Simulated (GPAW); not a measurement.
BN (F-43m): refractive index against wavelength

The refractive index of BN (F-43m) below the direct gap (8.80 eV on the mesh) is read from one computed spectrum, n = √(Re ε).

The structure is cubic, space group F-43m (No. 216). The conventional cell has a = 3.615 Å, b = 3.615 Å, c = 3.615 Å, α = 90.00°, β = 90.00°, γ = 90.00°. N on site c has 4 B at 1.57 Å as nearest neighbours. B on site a has 4 N at 1.57 Å as nearest neighbours.

Method: GPAW 26.7.0, PBE, RPA, k-mesh 19×19×19, local fields up to 70 eV, Lorentzian half width 0.12 eV.

Launch of the response step: `OMP_NUM_THREADS=1 python df.py`. The run took 27 s, its band step included, on 1 thread of Arm Neoverse V1 (shared host).

```
wavelength (nm)  photon energy E (eV)       n
            532                 2.331  2.1549
            450                 2.755  2.1673
            405                 3.061  2.1777
            365                 3.397  2.1908
            308                 4.025  2.2202
            266                 4.661  2.2579
            248                 4.999       ?
```

In the single-oscillator model n² − 1 = E₀E_d/(E₀² − E²), so 1/(n² − 1) = E₀/E_d − E²/(E₀E_d) is linear in E².

Working, on the rows shown:

| x = E² (eV²) | y = 1/(n² − 1) |
| --- | --- |
| 5.43137 | 0.274454 |
| 7.59115 | 0.270476 |
| 9.37179 | 0.26721 |
| 11.5384 | 0.263185 |
| 16.2043 | 0.254499 |
| 21.7255 | 0.244015 |

Means: x̄ = 11.977, ȳ = 0.26231. Σ(x − x̄)(y − ȳ) = -0.3398, Σ(x − x̄)² = 182. Slope = -0.3398 / 182 = -0.001868; intercept = ȳ − slope · x̄ = 0.28467. Turned back into n, the line misses the rows shown by at most 0.00032.

Problem. Fill in the last column of the withheld row.

Solution. At x = 24.994 the line gives y = 0.238, that is 2.2807. The run gave 2.2817, so the extrapolation is off by 0.00097, 0.8 % of the range in the table.

Refitted with all rows, the slope is -0.001876 and the intercept 0.28476. These give E₀ = √(intercept/−slope) = 12.32 eV and E_d = E₀/intercept = 43.3 eV; E₀ is 1.4 times the direct gap. The electronic limit at long wavelengths, without lattice vibrations, is n = √(1 + 1/intercept) = 2.124. Excitons are left out; PBE gaps are as a rule too small. The values come from a sum over the points of one k-mesh and carry its error, which grows as the direct gap shrinks. The local-field cutoff holds few shells of reciprocal vectors for this small cell, so ε∞ can read a few per cent high.

[Logs are printed without paths, hosts, clocks, repeated set-up lines and the standing remarks that a program may print on its own settings, such as how far it seeks lower states.]
